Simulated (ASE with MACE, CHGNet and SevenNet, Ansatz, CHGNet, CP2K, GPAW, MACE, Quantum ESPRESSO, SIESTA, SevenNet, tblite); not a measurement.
# Running Ge(100) slab, H on both faces (90 atoms) with machine-learned potentials

How do the settings of machine-learned potentials change the result for Ge(100) slab, H on both faces (90 atoms)? A plane-wave run serves as the yardstick.

Program: ASE with MACE, CHGNet and SevenNet. Level of theory: the method is named at each step. Values are calculated unless marked as measured.

**1. The starting structure**

The cell holds 90 atoms: 54 Ge and 36 H. Cell: a = 12.002 Å, b = 12.002 Å, c = 20.839 Å, α = 90.0°, β = 90.0°, γ = 90.0°. It derives from Ge (diamond-structure). Diamond-structure Ge (a = 5.658 Å), (100) slab of 6 atomic planes, 3 x 3 surface cells, H on the broken bonds of both faces, 12 Å of vacuum; displaced by a Gaussian of 0.02 Å. Then every atom was moved at random, 0.03 Å r.m.s. a Cartesian component (hydrogen 0.6 of that). Regions: slab, 54 atoms (54 Ge); hydrogen, 36 atoms (36 H). Vacuum lies along c.

The yardstick, on the same geometry:

| Item | Value |
| --- | --- |
| method | Kohn-Sham DFT, PBE, SSSP efficiency 1.3.0 pseudopotentials, plane waves (Quantum ESPRESSO 7.5); sssp-pbe-1.3.0-efficiency, cutoffs 45/360 Ry, Γ point |
| r.m.s. force component | 0.5675 eV/Å |
| longest force | 3.336 eV/Å |
| gap (highest filled to lowest empty level) | 1.209 eV |
| time | 5.9 min on 4 MPI ranks of Arm Neoverse V2, shared host |
| CPU time | 23 min |

**2. MACE MP-0b3 medium potential**

Method: machine-learned interatomic potential MACE MP-0b3 medium, trained on PBE(+U) plane-wave data.

run.py reads:

```python
import numpy as np
from ase.io import read
import mlip  # loads the published weights by name

atoms = read("structure.xyz")
atoms.calc = mlip.calc("mace-mp-0b3-medium")
energy = atoms.get_potential_energy()
forces = atoms.get_forces()
print(f"energy {energy:.6f} eV")
print("forces (eV/A)")
for i, (a, f) in enumerate(zip(atoms, forces)):
    print(f"{i:4d} {a.symbol:2s} {f[0]:10.5f} {f[1]:10.5f} {f[2]:10.5f}")
```

structure.xyz reads:

```xyz
90
Lattice="12.00243 0.00000 0.00000 0.00000 12.00243 0.00000 0.00000 0.00000 20.83919" Properties=species:S:1:pos:R:3 pbc="T T T"
Ge 1.99888 2.07114 6.88881
Ge 0.04873 2.03249 8.29483
Ge 12.00219 4.01241 9.74045
Ge 2.09358 0.01476 11.13771
Ge 2.01545 2.00321 12.48955
Ge 0.06493 2.03705 13.97038
Ge 2.03717 5.98393 6.87193
Ge 11.97770 5.96929 8.32171
Ge 0.04981 8.01138 9.74982
Ge 1.96252 4.05358 11.14501
Ge 2.01821 5.99725 12.52498
Ge 0.07994 6.00698 13.92350
Ge 1.99420 9.96826 6.88923
Ge 0.04573 9.97378 8.25586
Ge 0.08606 11.96510 9.73565
Ge 2.04605 7.96649 11.07270
Ge 2.04377 10.04087 12.51748
Ge 0.02629 10.00931 13.96017
Ge 6.00398 2.05794 6.89194
Ge 3.93152 2.03453 8.32276
Ge 4.03942 4.01349 9.69939
Ge 6.02210 0.02581 11.10854
Ge 6.01586 1.98544 12.52352
Ge 4.11611 1.96792 13.93454
Ge 5.98573 6.01430 6.89402
Ge 4.05406 5.99809 8.28712
Ge 4.03078 7.99434 9.60541
Ge 5.95717 3.98133 11.10666
Ge 6.07407 5.97949 12.51789
Ge 4.01625 5.97121 13.97351
Ge 5.99521 10.04351 6.85734
Ge 4.06414 9.94713 8.30629
Ge 4.01421 0.00648 9.70564
Ge 6.01694 7.98354 11.15814
Ge 6.05955 10.01363 12.53852
Ge 4.04350 10.05324 13.98747
Ge 9.95986 1.98976 6.86464
Ge 7.99086 2.03009 8.25670
Ge 7.96541 4.01181 9.77983
Ge 10.01027 11.96438 11.17022
Ge 10.07928 1.99096 12.51185
Ge 8.03239 1.99072 14.01873
Ge 10.00295 6.01706 6.87006
Ge 7.95245 6.04766 8.29400
Ge 8.06647 8.02987 9.72982
Ge 10.04483 4.01253 11.13896
Ge 10.01747 5.98669 12.56499
Ge 8.06383 5.98489 13.92120
Ge 10.02311 9.91821 6.87860
Ge 7.97910 10.01063 8.27545
Ge 8.02386 11.98155 9.74503
Ge 10.00307 7.99062 11.12271
Ge 10.00871 10.04759 12.54457
Ge 8.03803 9.97870 13.90578
H 1.97812 0.76672 6.03607
H 1.99540 3.26778 6.04941
[... 30 atom lines left out ...]
H 10.07172 11.28721 5.97355
H 10.04387 8.78626 6.02315
H 8.01126 11.26248 14.81604
H 8.02314 8.75313 14.81958
```

On the command line:

```bash
> OMP_NUM_THREADS=1 python run.py > output.txt
```

The log of the run:

```text
energy -355.779514 eV
forces (eV/A)
   0 Ge   -0.02458   -1.29380    0.17895
   1 Ge   -0.73593   -0.33855    0.09586
   2 Ge   -0.00214   -0.12624   -0.31864
   3 Ge   -0.38396   -0.09418   -0.06521
   4 Ge    0.52880    0.20843    0.70327
   5 Ge   -0.17267   -0.86101    0.50793
   6 Ge   -0.24968   -0.17877    1.45000
   7 Ge    0.39446    0.41124   -0.30387
   8 Ge   -0.37631   -0.18215   -0.44925
   9 Ge    0.57419   -0.39972   -0.29760
  10 Ge    0.44316    0.33592    0.16948
  11 Ge   -0.54273    0.52342    0.00679
  12 Ge    0.68989    0.30852   -0.58020
  13 Ge   -0.35986    0.04896    0.48281
  14 Ge   -0.38003    0.20810   -0.26775
  15 Ge    0.28847    0.43477    0.43836
  16 Ge    0.06068   -0.54440    0.30524
  17 Ge    0.00036    0.12965   -0.27225
  18 Ge   -0.57433   -1.63737    0.94137
  19 Ge    0.70167   -0.20686   -0.31271
  20 Ge   -0.74992    0.14187    0.12623
  21 Ge   -0.05445   -0.27042    0.12197
  22 Ge    0.71725    0.14469    0.18668
  23 Ge   -1.06290   -0.36138    0.28150
[...]
82 H     0.02736    0.33928   -0.38785
  83 H    -0.01513    0.42590    0.13738
  84 H    -0.01228    0.33130   -0.12832
  85 H     0.01949   -0.27134   -0.07453
  86 H    -0.02957   -1.10036    0.55422
  87 H     0.00887   -1.62734   -1.38112
  88 H     0.00825   -0.50542   -0.21394
  89 H     0.00408    0.02484    0.10665
```

The job ended after 6.5 s (1 thread of Arm Neoverse V2, shared host; peak memory 0.87 GiB).

Banners and routine set-up lines are dropped from the logs; longer cuts are marked.

Against the reference:

| Property | Result |
| --- | --- |
| r.m.s. force component | 0.4762 eV/Å |
| r.m.s. difference of force components | 133.8 meV/Å |
| longest difference of force vectors | 556.9 meV/Å |
| force difference over r.m.s. force | 23.57 % |
| slope of forces against the reference's | 0.8243 |
| correlation of force components | 0.9823 |

Length of the force difference by element (eV/Å):

| element | atoms | mean | most |
| --- | --- | --- | --- |
| Ge | 54 | 0.25 | 0.56 |
| H | 36 | 0.13 | 0.21 |

Local excerpt of 9 atoms (numbers count through the whole input) about Ge49, which bears the longest force; x, y, z are measured from there.

| atom | x | y | z | distance (Å) | bonds | Fx | Fy | Fz (eV/Å) |
| --- | --- | --- | --- | --- | --- | --- | --- | --- |
| Ge49 | 0.00 | 0.00 | 0.00 | 0.00 | 4 | -0.11 | 2.75 | 0.68 |
| H88 | 0.02 | -1.13 | -0.86 | 1.42 | 1 | 0.01 | -1.63 | -1.38 |
| H87 | 0.05 | 1.37 | -0.91 | 1.64 | 1 | -0.03 | -1.10 | 0.55 |
| Ge14 | 2.03 | 0.06 | 1.38 | 2.45 | 4 | -0.36 | 0.05 | 0.48 |
| Ge50 | -2.04 | 0.09 | 1.40 | 2.48 | 4 | 0.32 | -0.01 | 0.04 |
| H83 | -0.03 | -2.68 | -0.88 | 2.82 | 1 | 0.03 | 0.34 | -0.39 |
| H79 | -0.04 | 2.81 | -0.88 | 2.94 | 1 | -0.02 | 0.14 | -0.10 |
| Ge43 | -0.02 | -3.90 | -0.01 | 3.90 | 4 | -0.25 | -0.72 | 0.25 |
| Ge45 | -1.96 | -1.89 | 2.85 | 3.94 | 4 | -0.64 | -0.02 | -0.25 |

Atoms are counted from 1 here, from 0 in the log.

Forces lie 24 % from the reference's, at 0.0046 times its CPU time (on 1 against 4 cores).

**3. CHGNet 0.3.0 potential**

Method: machine-learned interatomic potential CHGNet 0.3.0, trained on PBE(+U) plane-wave data.

run.py, as its differences from that of step 2:

```diff
@@ -5,3 +5,3 @@
 atoms = read("structure.xyz")
-atoms.calc = mlip.calc("mace-mp-0b3-medium")
+atoms.calc = mlip.calc("chgnet-0.3.0")
 energy = atoms.get_potential_energy()
```

structure.xyz is that of step 2.

The log of the run:

```text
CHGNet v0.3.0 initialized with 412,525 parameters
CHGNet will run on cpu
energy -356.806152 eV
forces (eV/A)
   0 Ge   -0.03834   -1.25821    0.35718
   1 Ge   -0.43080   -0.25587    0.00484
   2 Ge    0.02927   -0.12756   -0.14373
   3 Ge   -0.25773   -0.05778   -0.12782
   4 Ge    0.19729    0.19303    0.54385
   5 Ge   -0.12959   -0.86530    0.39632
   6 Ge   -0.20624   -0.08761    1.39195
   7 Ge    0.11315    0.28951   -0.27697
   8 Ge   -0.31117   -0.10805   -0.21948
   9 Ge    0.39162   -0.38224   -0.37834
  10 Ge    0.36001    0.32959    0.31160
  11 Ge   -0.34954    0.44939   -0.21732
  12 Ge    0.38327    0.46085   -0.40464
  13 Ge   -0.22151    0.05687    0.14585
  14 Ge   -0.23966    0.13335   -0.06028
  15 Ge    0.28365    0.27723    0.18181
  16 Ge   -0.01723   -0.40069    0.29342
  17 Ge    0.05358    0.13553   -0.22566
  18 Ge   -0.24759   -1.56390    1.05766
  19 Ge    0.32745   -0.20965   -0.27892
  20 Ge   -0.59842    0.08385    0.15689
  21 Ge   -0.04575   -0.24191   -0.06164
  22 Ge    0.50012    0.10410    0.21346
  23 Ge   -0.64447   -0.42487    0.21548
[...]
82 H    -0.00553    0.03120   -0.50756
  83 H    -0.01568    0.87326    0.11033
  84 H     0.00444    0.72101    0.04258
  85 H     0.01420   -0.68645    0.03695
  86 H    -0.00507   -1.49837    0.38568
  87 H     0.02115   -1.23257   -1.40865
  88 H     0.00183   -0.89281   -0.09784
  89 H     0.02011    0.37583    0.27490
```

Wall time 2.6 s (1 thread); peak memory 0.73 GiB.

Compared with the plane-wave run:

| Item | Value |
| --- | --- |
| r.m.s. force component | 0.4521 eV/Å |
| r.m.s. difference of force components | 220.9 meV/Å |
| longest difference of force vectors | 681 meV/Å |
| force difference over r.m.s. force | 38.93 % |
| slope of forces against the reference's | 0.7417 |
| correlation of force components | 0.9308 |

Against the first run (24 %), the force difference from the reference is 39 %, at 0.40 times the CPU time.

**4. SevenNet 0 potential**

Method: machine-learned interatomic potential SevenNet 0, trained on PBE(+U) plane-wave data.

run.py, as its differences from that of step 3:

```diff
@@ -5,3 +5,3 @@
 atoms = read("structure.xyz")
-atoms.calc = mlip.calc("chgnet-0.3.0")
+atoms.calc = mlip.calc("7net-0")
 energy = atoms.get_potential_energy()
```

structure.xyz is that of step 3.

The log of the run:

```text
energy -354.852325 eV
forces (eV/A)
   0 Ge   -0.05317   -1.28340    0.43987
   1 Ge   -0.60765   -0.30523   -0.05815
   2 Ge    0.00055   -0.13616   -0.14452
   3 Ge   -0.30631   -0.07887   -0.16540
   4 Ge    0.39522    0.18004    0.65137
   5 Ge   -0.14927   -0.90886    0.25570
   6 Ge   -0.24842   -0.11896    1.86732
   7 Ge    0.38474    0.39459   -0.41853
   8 Ge   -0.29184   -0.13093   -0.21788
   9 Ge    0.46119   -0.34085   -0.37538
  10 Ge    0.45981    0.30444    0.31042
  11 Ge   -0.44405    0.47853   -0.24280
  12 Ge    0.51608    0.32521   -0.32760
  13 Ge   -0.37121    0.04561    0.26436
  14 Ge   -0.31553    0.17246   -0.04495
  15 Ge    0.24125    0.34217    0.18070
  16 Ge    0.04565   -0.45991    0.43999
  17 Ge    0.06973    0.17894   -0.58156
  18 Ge   -0.39981   -1.57079    1.24007
  19 Ge    0.57319   -0.17243   -0.39194
  20 Ge   -0.60654    0.09163    0.21676
  21 Ge   -0.07191   -0.27227   -0.06251
  22 Ge    0.70571    0.10024    0.30711
  23 Ge   -0.83706   -0.35776    0.01542
[...]
82 H    -0.00260   -0.38481   -0.60758
  83 H    -0.02200    1.10421   -0.08895
  84 H    -0.01411    1.07081    0.00763
  85 H     0.03132   -0.99199    0.09365
  86 H     0.02198   -1.76942    0.35558
  87 H     0.03759   -0.77050   -1.51394
  88 H    -0.02590   -1.21978   -0.10846
  89 H     0.03316    0.75839    0.28584
```

Elapsed: 5.8 s, on 1 thread; peak memory 0.81 GiB.

Numbers from this run, and their distance from the reference:

```
r.m.s. force component                  : 0.5456 eV/Å
r.m.s. difference of force components   : 276.7 meV/Å
longest difference of force vectors     : 850.6 meV/Å
force difference over r.m.s. force      : 48.76 %
slope of forces against the reference's : 0.8434
correlation of force components         : 0.8771
```

Against the first run (24 %), the force difference from the reference is 49 %, at 0.90 times the CPU time.

**5. The ladder**

Differences are against the plane-wave reference, forces as r.m.s. over components; share is that over the reference's r.m.s. force, slope the least-squares factor from reference forces to these. Total energies of different programs have different zeros and aren't compared.

| run | Δ force, r.m.s. (meV/Å) | share (%) | slope | cores | CPU time | memory (GiB) |
| --- | --- | --- | --- | --- | --- | --- |
| reference | - | - | - | 4 | 23 min | 8.0 |
| MACE MP-0b3 medium potential | 134 | 23.6 | 0.824 | 1 | 6.5 s | 0.87 |
| CHGNet 0.3.0 potential | 221 | 38.9 | 0.742 | 1 | 2.6 s | 0.73 |
| SevenNet 0 potential | 277 | 48.8 | 0.843 | 1 | 5.8 s | 0.81 |

Times of the machine-learned potentials are mostly Python's start and the loading of weights.

CPU time is summed over cores on a shared host, where runs went side by side, so it is rough. Symmetry, cutoffs, thresholds, outputs and thread counts weren't matched or tuned between programs; memory under MPI is the largest rank's times the ranks.

**6. Results**

* nearest in forces: MACE MP-0b3 medium potential, 24 %
* its CPU time: 6.5 s

Machine-learned potentials differ by 24 % (MACE MP-0b3 medium potential) to 49 % (SevenNet 0 potential); they were trained on other programs' data. Among those trained on PBE data the slope goes as low as 0.74, which softening far from their training structures can give, though the reference's k-sampling is untested too. Machine-learned potentials mimic data converged in k, so the reference's own k-point error enters their differences. The electronic-structure runs sample only Γ, in a cell whose shortest periodic width is 12 Å.

[Long decimals in the printed logs are rounded to 6 places.]

[Also dropped from logs without a mark: lines with file paths, logging warnings of Python, QE's lines on negative density and diagonalisation, SIESTA's first energy breakdown, zero terms and Voronoi charges.]

[Logs are printed without paths, hosts, clocks, repeated set-up lines and the standing remarks that a program may print on its own settings, such as how far it seeks lower states.]

[Hosts, paths, dates, database ids (printed as entryN), source tags and the programs' standing remarks are cut or masked in the printed files.]

[Most failed runs of this program on this cell are left out, timed-out ones always.]
